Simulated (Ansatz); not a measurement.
Consider ZnS2 (Pa-3).

```
Zn S
1.0
     5.94543    0.00000    0.00000
     0.00000    5.94543    0.00000
     0.00000    0.00000    5.94543
Zn S
4 8
Direct
  0.50000 0.50000 0.00000
  0.50000 0.00000 0.50000
  0.00000 0.50000 0.50000
  0.00000 0.00000 0.00000
  0.10025 0.89975 0.39975
  0.89975 0.39975 0.10025
  0.39975 0.10025 0.89975
  0.60025 0.60025 0.60025
  0.89975 0.10025 0.60025
  0.10025 0.60025 0.89975
  0.60025 0.89975 0.10025
  0.39975 0.39975 0.39975
```

The cell and positions are those that the Materials Project relaxed with its own functionals (PBE, PBE+U or r2SCAN), kept fixed. PAW set soft_2, made with PBE.

Gaps computed with Ansatz 0.2.0 without a self-energy: LDA 1.26 eV, r2SCAN 1.83 eV and HSE06 2.52 eV.

Q: Estimate the G0W0@LDA gap with 2×2×2 mesh, 965 empty bands, screening to 160 eV, default PAW files.

About 2.34 eV: on its mesh the run moves the gap from 1.63 eV by +1.08 eV, and the mesh misses the edges by 0.37 eV. A band edge moves to another state on the way. Among the scalar-relativistic levels given, HSE06 is nearest (+0.18 eV). Bands and cutoff are finite, so the gap stands short of the basis limit, usually by up to a few tenths of an eV; the mesh is an error of its own. The 2×2×2 mesh is coarse for this cell (its supercell is 12 Å along the shortest edge). The RPA ε∞ on it, from the LDA start, is 9.64; such meshes misread the long-range screening, most where the gap is narrow.

[Long decimals in the printed logs are rounded to 6 places.]

[Logs are printed without paths, hosts, clocks, repeated set-up lines and the standing remarks that a program may print on its own settings, such as how far it seeks lower states.]

[Paths, hosts, dates, memory and timing lines, banners, echoed tables and standing remarks are left out of the program output; an Ansatz launch command may be rebuilt from the run's recorded settings. Measured values are a selection of at most five: reports struck by readers or far from the other reports are left out. None is set beside runs whose start may be inverted or whose files or cutoffs have a known fault.]

[Runs of the session that timed out or met a known fault of the program may be left out.]

[Cells called generated may have been cut or substituted from an entry of the Crystallography Open Database or the Materials Project.]

[Hosts, paths, dates, database ids (printed as entryN), source tags and the programs' standing remarks are cut or masked in the printed files.]

[Where the starting crystal was built by hand or by swapping elements, it need not be the compound's stable phase.]
